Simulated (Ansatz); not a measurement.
# Phonons of HfC (Fm-3m) against volume, part 2 of 2

Wanted: Grüneisen parameters and pressure coefficients of the modes of HfC (Fm-3m).

Ansatz 0.2.0; DFT PBEsol, scalar-relativistic, plane waves, PAW; PAW set soft_1.

So far. Step 3 (Tight relaxation): The forces vanish by symmetry and the pressure is 0.000 GPa, within the tolerances set. The cell now holds 12.22 Å³/atom.

The database entry behind the starting cell differs from later determinations by our own check (about 0.2 % long), so it need not match the best structure at ambient conditions.

### Step 4. Modes at rest

The force constants come from the linear response of the density to a displacement.

The modes at rest are the reference of the series.

Input file input.yaml:

```yaml
crystal:
  lattice:
    - [0.0, 2.3035800707, 2.3035800707]
    - [2.3035800707, 0.0, 2.3035800707]
    - [2.3035800707, 2.3035800707, 0.0]
  atoms:
    - { symbol: C, position: [0.0, 0.0, 0.0] }
    - { symbol: Hf, position: [0.5, 0.5, 0.5] }
kpoints:
  mp_grid: { grid: [16, 16, 16] }
hamiltonian:
  xc: pbesol
  pseudopotentials: { kind: paw, azcp: { folder: soft_1 }, xc_functional: pbe }
scf:
  occupations: { method: methfessel_paxton, width: 0.2 }
output:
  eigenvalues: true
phonons:
  method: dfpt
```

Command:

```
> ansatz run input.yaml --threads 4 --pin off --max-ram 10240MiB --backend cpu --events-out ev --progress --plain --runs-dir out
```

Numbers of over 12 decimals in the logs are rounded to 6 here.

The log of the run:

```text
[...]
Crystal: 2 atoms, lattice volume = 24.448 Å³
Basis set: ecut = 420 eV, 531 PW (Γ), exchange–correlation on 48×48×48 points (8 copies of the dense FFT grid, shifted against one another)
Bands: 19, of which v1, the nominal top of the filled ones, is band 15 counted from 1 (14 counted from 0)
Symmetry: 48 space group operations
k-points: 349 of 4096 (irreducible under 8 space group operations, time reversal used)
[...]
SCF iter   1: F=—  HF=-15848.059575 eV  |F-HF|=—  |Δ(HF+E_count)|=         —  Δρ=8.68e-2  dr2=2.49e0  ethr=3.10e-3  ⟨swp⟩=4.8  Hψ=28690  notcnv=0
[...]
SCF iter  11: F=-15847.482024 eV  HF=-15847.482024 eV  |F-HF|=3.64e-12  |Δ(HF+E_count)|=  1.82e-12  S|Δr|=    0.00e0  Δρ=4.94e-8  dr2=3.56e-13  ethr=1.00e-12  ⟨swp⟩=8.0  Hψ=39817  notcnv=0
SCF 1 converged in 11 iterations: F = -15847.482024 eV  dr2 = 3.56e-13
[...]
DFPT response loops at Γ: preconditioner auto → Kerker (q_TF=auto, 2.823 Å⁻¹) (partly filled bands, converged f_vac=0.000); β = 1.00, the filter's whole step (`scf.mixing.beta` (0.50) is not read by the response loops under this deck's `scf.mixing.preconditioner`; to damp them name `kerker` or `kerker_dos`, under which they read `scf.mixing.beta`, and type it under 1.00, their step now; both keys bind the ground state too); Broyden in place of MSR1
SCF converged after 11 iterations
[...]
Free energy (F): -15847.482024 eV
[...]
Internal energy: -15847.481152 eV  (E = F + TS)
E sigma→0 (E₀):  -15847.481806 eV
Entropy (-TS):   -0.000872 eV (-0.436 meV/atom)
Fermi energy:    18.986593 eV
[...]
--- Band table (eV; the first three rows and the last of 349) ---
  k-point 0: bands = [... 11 lower, 8.1600, 20.0866, 20.0866, 20.0866, 20.3109, 20.3109, 20.3109, 22.4061]
  k-point 1: bands = [... 11 lower, 8.1601, 19.2644, 19.5206, 19.5206, 20.5588, 20.5588, 20.8876, 22.9341]
  k-point 2: bands = [... 11 lower, 8.1604, 18.1863, 18.6822, 18.6822, 20.9026, 20.9026, 21.3310, 24.0446]
  k-point 348: bands = [... 11 lower, 9.3795, 15.9305, 16.2262, 16.2262, 22.7171, 22.7171, 25.9108, 26.2530]
--- Phonons (Γ-DFPT): 2 representative perturbations + reference, on 349 of 4096 k-points (Σ response iterations 7) ---
  k mesh reduced under 8 symmetry operations, with k and −k counted as one. Each operation leaves every solved perturbation unchanged. A smaller set is not used because it would not reduce the number of displacements times k-points to solve
  ASR residual: 1.718e-5 → 0.000e0 eV/Å²; symmetrization residual: 6.724e-7 eV/Å²
  ASR residual per site (eV/Å²): 1.19e-5 1.72e-5
  Γ frequencies (cm⁻¹): 0.00 0.00 0.00 452.57 452.57 452.57
  non-analytic LO–TO correction: not included (Born effective charges unavailable; polar crystals: no LO–TO splitting at Γ)
```

Wall time 12 s (4 threads of AMD EPYC 7B13 (Zen 3), shared host); peak memory 0.86 GiB.

The column dr2 measures how far the density is from self-consistency, as an energy; F and HF (Harris–Foulkes) agree once it is small.

This step gave:

```
sum-rule residual before enforcement                    : 1.72e-5 eV/Å²
point group                                             : m-3m
highest optical mode at the zone centre (no LO-TO term) : 452.6 cm⁻¹
lowest optical zone-centre mode                         : 452.6 cm⁻¹
```

Patterns of degenerate modes are one choice out of their space. Modes at Γ, with each element's share of the kinetic energy:

| mode | frequency (cm⁻¹) | symmetry | C % | Hf % |
| --- | --- | --- | --- | --- |
| 1 | 0.0 | acoustic | 6 | 94 |
| 2 | 0.0 | acoustic | 6 | 94 |
| 3 | 0.0 | acoustic | 6 | 94 |
| 4 | 452.6 | T1u | 94 | 6 |
| 5 | 452.6 | T1u | 94 | 6 |
| 6 | 452.6 | T1u | 94 | 6 |

Displacements in mode 5 (452.6 cm⁻¹), the largest set to 1:
```
C1   1.00  0.00  0.00
Hf2 -0.07  0.00  0.00
```

Before it was imposed, the acoustic sum rule was missed by 1.7e-5 eV/Å². Small misses are needed for a sound result but don't prove that mesh and cutoff are converged. The lowest optical mode is real, 453 cm⁻¹.

### Step 5. Ground state of a member: 1.06 times the volume at rest

The cell is set to 1.06 times the volume at rest; symmetry leaves nothing else free, so this is a single point.

input.yaml, the sections that differ from step 4:

```yaml
crystal:
  lattice:
    - [0.0, 2.3487597776, 2.3487597776]
    - [2.3487597776, 0.0, 2.3487597776]
    - [2.3487597776, 2.3487597776, 0.0]
  atoms:
    - { symbol: C, position: [0.0, 0.0, 0.0] }
    - { symbol: Hf, position: [0.5, 0.5, 0.5] }
output:
  forces: true
  stress: true
  eigenvalues: true
# kpoints, hamiltonian, scf: as in step 4
# phonons: removed
```

The log of the run:

```text
[...]
Crystal: 2 atoms, lattice volume = 25.915 Å³
Basis set: ecut = 420 eV, 531 PW (Γ), exchange–correlation on 48×48×48 points (8 copies of the dense FFT grid, shifted against one another)
Bands: 19, of which v1, the nominal top of the filled ones, is band 15 counted from 1 (14 counted from 0)
Symmetry: 48 space group operations
[...]
k-points: 145 of 4096
[...]
SCF iter   1: F=—  HF=-15847.968908 eV  |F-HF|=—  |Δ(HF+E_count)|=         —  Δρ=8.17e-2  dr2=2.43e0  ethr=3.10e-3  ⟨swp⟩=4.8  Hψ=11629  notcnv=0
[...]
SCF iter   8: F=-15847.420162 eV  HF=-15847.420162 eV  |F-HF|=5.02e-9  |Δ(HF+E_count)|=   4.39e-7  S|Δr|=    0.00e0  Δρ=1.35e-5  dr2=3.15e-8  ethr=3.33e-10  ⟨swp⟩=8.6  Hψ=17095  notcnv=0
SCF 1 converged in 8 iterations: F = -15847.420162 eV  dr2 = 3.15e-8
[...]
SCF converged after 8 iterations
[...]
Free energy (F): -15847.420162 eV
[...]
Internal energy: -15847.419490 eV  (E = F + TS)
E sigma→0 (E₀):  -15847.419994 eV
Entropy (-TS):   -0.000672 eV (-0.336 meV/atom)
Fermi energy:    17.808370 eV
[...]
--- Stress (GPa, compression-positive) ---
      -12.880850       0.000000       0.000000
       -0.000000     -12.880850       0.000000
        0.000000       0.000000     -12.880850
  P = ⅓ Tr σ = -12.8809 GPa (-128.809 kbar)
--- Band table (eV; the first three rows and the last of 145) ---
  k-point 0: bands = [... 11 lower, 6.7182, 18.8644, 18.8644, 18.8644, 19.1240, 19.1240, 19.1240, 21.0592]
  k-point 1: bands = [... 11 lower, 6.7183, 18.0891, 18.3371, 18.3371, 19.3518, 19.3518, 19.6484, 21.5530]
  k-point 2: bands = [... 11 lower, 6.7185, 17.0424, 17.5463, 17.5463, 19.6748, 19.6748, 20.0548, 22.5946]
  k-point 144: bands = [... 11 lower, 8.3337, 14.8905, 15.1009, 15.1009, 21.3701, 21.3701, 24.2781, 24.5354]
```

Run time: 1.1 s. Hardware: 4 threads; peak memory 0.43 GiB.

This step gave:

| Property | Result |
| --- | --- |
| pressure | -12.88 GPa |
| volume per atom | 12.96 Å³ |

The forces vanish by symmetry, at a pressure of -12.88 GPa.

### Step 6. Modes of this member: 1.06 times the volume at rest

The zone-centre modes follow for 1.06 times the volume at rest.

Edit input.yaml of step 5 so:

```diff
@@ -16,4 +16,4 @@
 output:
-  forces: true
-  stress: true
   eigenvalues: true
+phonons:
+  method: dfpt
```

The log of the run:

```text
[...]
Crystal: 2 atoms, lattice volume = 25.915 Å³
Basis set: ecut = 420 eV, 531 PW (Γ), exchange–correlation on 48×48×48 points (8 copies of the dense FFT grid, shifted against one another)
Bands: 19, of which v1, the nominal top of the filled ones, is band 15 counted from 1 (14 counted from 0)
Symmetry: 48 space group operations
k-points: 349 of 4096 (irreducible under 8 space group operations, time reversal used)
[...]
SCF iter   1: F=—  HF=-15847.968830 eV  |F-HF|=—  |Δ(HF+E_count)|=         —  Δρ=8.18e-2  dr2=2.43e0  ethr=3.10e-3  ⟨swp⟩=4.7  Hψ=27626  notcnv=0
[...]
SCF iter  11: F=-15847.420162 eV  HF=-15847.420162 eV  |F-HF|=5.46e-12  |Δ(HF+E_count)|=  9.09e-12  S|Δr|=    0.00e0  Δρ=4.58e-8  dr2=2.64e-13  ethr=1.00e-12  ⟨swp⟩=3.8  Hψ=53374  notcnv=0
SCF 1 converged in 11 iterations: F = -15847.420162 eV  dr2 = 2.64e-13
[...]
SCF converged after 11 iterations
[...]
Free energy (F): -15847.420162 eV
[...]
Internal energy: -15847.419490 eV  (E = F + TS)
E sigma→0 (E₀):  -15847.419994 eV
Entropy (-TS):   -0.000672 eV (-0.336 meV/atom)
Fermi energy:    17.808388 eV
[...]
--- Band table (eV; the first three rows and the last of 349) ---
  k-point 0: bands = [... 11 lower, 6.7182, 18.8644, 18.8644, 18.8644, 19.1240, 19.1240, 19.1240, 21.0593]
  k-point 1: bands = [... 11 lower, 6.7183, 18.0891, 18.3371, 18.3371, 19.3518, 19.3518, 19.6484, 21.5530]
  k-point 2: bands = [... 11 lower, 6.7185, 17.0424, 17.5463, 17.5463, 19.6749, 19.6749, 20.0548, 22.5947]
  k-point 348: bands = [... 11 lower, 8.3337, 14.8905, 15.1009, 15.1009, 21.3702, 21.3702, 24.2782, 24.5354]
[...]
ASR residual: 5.844e-6 → 0.000e0 eV/Å²; symmetrization residual: 1.050e-6 eV/Å²
  ASR residual per site (eV/Å²): 5.84e-6 2.37e-6
  Γ frequencies (cm⁻¹): 0.00 0.00 0.00 398.43 398.43 398.43
[...]
```

It took 12 s on 4 threads; peak memory 0.88 GiB.

This step gave:

```yaml
sum_rule_residual_before_enforcement: 5.84e-6 eV/Å²
highest_optical_mode_at_the_zone_centre_no_lo_to_term: 398.4 cm⁻¹
lowest_optical_zone_centre_mode: 398.4 cm⁻¹
```

Patterns of degenerate modes are one choice out of their space. Modes at Γ, with each element's share of the kinetic energy:

| mode | frequency (cm⁻¹) | symmetry | C % | Hf % |
| --- | --- | --- | --- | --- |
| 1 | 0.0 | acoustic | 6 | 94 |
| 2 | 0.0 | acoustic | 6 | 94 |
| 3 | 0.0 | acoustic | 6 | 94 |
| 4 | 398.4 | T1u | 94 | 6 |
| 5 | 398.4 | T1u | 94 | 6 |
| 6 | 398.4 | T1u | 94 | 6 |

The optical mode lies at 398.4 cm⁻¹.

Between step 4 and this run (volume ratio 1.06) the value for the highest optical mode at the zone centre (no LO-TO term) moves from 453 cm⁻¹ to 398 cm⁻¹ (-12 %).

### Step 7. Ground state of a member: 0.9 times the volume at rest

The cell is set to 0.9 times the volume at rest; symmetry leaves nothing else free, so this is a single point.

input.yaml, the sections that differ from step 6:

```yaml
crystal:
  lattice:
    - [0.0, 2.2240821049, 2.2240821049]
    - [2.2240821049, 0.0, 2.2240821049]
    - [2.2240821049, 2.2240821049, 0.0]
  atoms:
    - { symbol: C, position: [0.0, 0.0, 0.0] }
    - { symbol: Hf, position: [0.5, 0.5, 0.5] }
output:
  forces: true
  stress: true
  eigenvalues: true
# kpoints, hamiltonian, scf: as in step 6
# phonons: removed
```

The log of the run:

```text
[...]
Crystal: 2 atoms, lattice volume = 22.003 Å³
Basis set: ecut = 420 eV, 411 PW (Γ), exchange–correlation on 48×48×48 points (8 copies of the dense FFT grid, shifted against one another)
Bands: 19, of which v1, the nominal top of the filled ones, is band 15 counted from 1 (14 counted from 0)
Symmetry: 48 space group operations
[...]
k-points: 145 of 4096
[...]
--- Band table (eV; the first three rows and the last of 145) ---
  k-point 0: bands = [... 11 lower, 10.9063, 22.4688, 22.4688, 22.4688, 22.5863, 22.5863, 22.5863, 24.9940]
  k-point 1: bands = [... 11 lower, 10.9065, 21.5363, 21.8147, 21.8147, 22.8784, 22.8784, 23.2772, 25.5920]
  k-point 2: bands = [... 11 lower, 10.9068, 20.4013, 20.8838, 20.8838, 23.2590, 23.2590, 23.7868, 26.8406]
  k-point 144: bands = [... 11 lower, 11.5271, 17.9532, 18.4532, 18.4532, 25.3165, 25.3165, 29.0656, 29.5885]
[key lines of the parts left out:]
SCF converged after 8 iterations
Free energy (F): -15847.257386 eV
Fermi energy:    21.298183 eV
P = ⅓ Tr σ = 32.1057 GPa (321.057 kbar)
```

Wall time 1.1 s (4 threads); peak memory 0.43 GiB.

Numbers from this step:

```
pressure        : 32.11 GPa
volume per atom : 11.00 Å³
```

The forces vanish by symmetry, at a pressure of 32.11 GPa.

### Step 8. Modes of this member: 0.9 times the volume at rest

The zone-centre modes follow for 0.9 times the volume at rest.

Edit input.yaml of step 7 so:

```diff
@@ -16,4 +16,4 @@
 output:
-  forces: true
-  stress: true
   eigenvalues: true
+phonons:
+  method: dfpt
```

The log of the run:

```text
[...]
Crystal: 2 atoms, lattice volume = 22.003 Å³
Basis set: ecut = 420 eV, 411 PW (Γ), exchange–correlation on 48×48×48 points (8 copies of the dense FFT grid, shifted against one another)
Bands: 19, of which v1, the nominal top of the filled ones, is band 15 counted from 1 (14 counted from 0)
Symmetry: 48 space group operations
k-points: 349 of 4096 (irreducible under 8 space group operations, time reversal used)
[...]
k-point 2: bands = [... 11 lower, 10.9069, 20.4014, 20.8838, 20.8838, 23.2591, 23.2591, 23.7869, 26.8407]
  k-point 348: bands = [... 11 lower, 11.5271, 17.9532, 18.4532, 18.4532, 25.3166, 25.3166, 29.0657, 29.5886]
[...]
ASR residual: 2.484e-5 → 0.000e0 eV/Å²; symmetrization residual: 5.076e-7 eV/Å²
  ASR residual per site (eV/Å²): 2.48e-5 1.34e-5
  Γ frequencies (cm⁻¹): 0.00 0.00 0.00 553.95 553.95 553.95
[...]
[key lines of the parts left out:]
SCF converged after 11 iterations
Free energy (F): -15847.257386 eV
Fermi energy:    21.298208 eV
```

It took 11 s on 4 threads; peak memory 0.81 GiB.

Numbers from this step:

```yaml
sum_rule_residual_before_enforcement: 2.48e-5 eV/Å²
highest_optical_mode_at_the_zone_centre_no_lo_to_term: 554.0 cm⁻¹
lowest_optical_zone_centre_mode: 554.0 cm⁻¹
```

Patterns of degenerate modes are one choice out of their space. Modes at Γ, with each element's share of the kinetic energy:

| mode | frequency (cm⁻¹) | symmetry | C % | Hf % |
| --- | --- | --- | --- | --- |
| 1 | 0.0 | acoustic | 6 | 94 |
| 2 | 0.0 | acoustic | 6 | 94 |
| 3 | 0.0 | acoustic | 6 | 94 |
| 4 | 554.0 | T1u | 94 | 6 |
| 5 | 554.0 | T1u | 94 | 6 |
| 6 | 554.0 | T1u | 94 | 6 |

The optical mode lies at 554.0 cm⁻¹.

Between step 4 and this run (volume ratio 0.9) the value for the highest optical mode at the zone centre (no LO-TO term) moves from 453 cm⁻¹ to 554 cm⁻¹ (+22 %).

### Step 9. The series together

The members are set side by side, also those not shown above.

Each row is one cell with its response, relaxed at fixed volume as far as symmetry leaves anything free; energies are extrapolated to zero smearing, and E0 is that at rest; shape and atoms are relaxed in each cell where symmetry leaves them free; all runs use 16×16×16 k points and Methfessel-Paxton smearing of 0.2 eV. State of the crystal along the series:

| volume ratio | V (Å³/atom) | pressure (GPa) | E - E0 (meV/atom) |
| --- | --- | --- | --- |
| 0.9 | 11 | 32.11 | 112.3 |
| 0.92 | 11.25 | 24.34 | 69.33 |
| 0.94 | 11.49 | 17.32 | 37.65 |
| 0.96 | 11.73 | 10.96 | 16.17 |
| 0.98 | 11.98 | 5.21 | 3.91 |
| 0.99 | 12.1 | 2.541 | 0.9648 |
| 1 | 12.22 | -2.86e-4 | 0 |
| 1.02 | 12.47 | -4.723 | 3.654 |
| 1.04 | 12.71 | -9.002 | 14.17 |
| 1.06 | 12.96 | -12.88 | 30.91 |

Each mode is tracked from rest by its pattern, and modes that stay within 0.3 cm⁻¹ of each other stand once; shape and atoms are relaxed in each cell where symmetry leaves them free; all runs use 16×16×16 k points and Methfessel-Paxton smearing of 0.2 eV. Optical modes along the series:

| V (Å³/atom) | mode 4 T1u (cm⁻¹) |
| --- | --- |
| 11 | 554 |
| 11.25 | 532.9 |
| 11.49 | 512.1 |
| 11.73 | 491.6 |
| 11.98 | 471.8 |
| 12.1 | 462.1 |
| 12.22 | 452.6 |
| 12.47 | 434 |
| 12.71 | 416 |
| 12.96 | 398.4 |

From cubic fits (parabolas where under five rows exist) of ln ω and P against ln V through the rows within about 4 % of rest: γ = −d ln ω / d ln V and dω/dP = γ ω / B. Slopes at rest:

| mode | fitted frequency at rest (cm⁻¹) | Grüneisen parameter γ | dω/dP (cm⁻¹/GPa) |
| --- | --- | --- | --- |
| mode 4 T1u | 452.6 | 2.09 | 3.81 |

### Step 10. What came out

```yaml
members: 10
highest_optical_mode_at_the_zone_centre_no_lo_to_term_at_rest: 452.6 cm⁻¹
bulk_modulus_at_rest: 248 GPa
mode_4_t1u_gamma: 2.09
```

**Reading.** The series spans -12.9 to 32.1 GPa, and the slope at rest gives a bulk modulus of 248 GPa. The optical mode has γ = 2.09 and moves by 3.8 cm⁻¹ for each GPa. One k mesh and one cutoff serve the ground states and modes of all volumes. These are harmonic frequencies at zero temperature: anharmonic shifts, linewidths and thermal expansion are left out. Spin-orbit coupling is left out, which can matter for the heavy elements here. With no gap, or one that is small against the smearing, the frequencies hang on the k mesh and the smearing, most of all near Kohn anomalies. The PAW files were made for PBE; the program adapts parts of them to the functional of the run, but their partial waves stay those of PBE, an approximation that was not tested in this session. Only the zone centre was solved, so an instability at another wavevector cannot show here.

[Logs are printed without paths, hosts, clocks, repeated set-up lines and the standing remarks that a program may print on its own settings, such as how far it seeks lower states.]

[Hosts, paths, dates, database ids (printed as entryN), source tags and the programs' standing remarks are cut or masked in the printed files.]
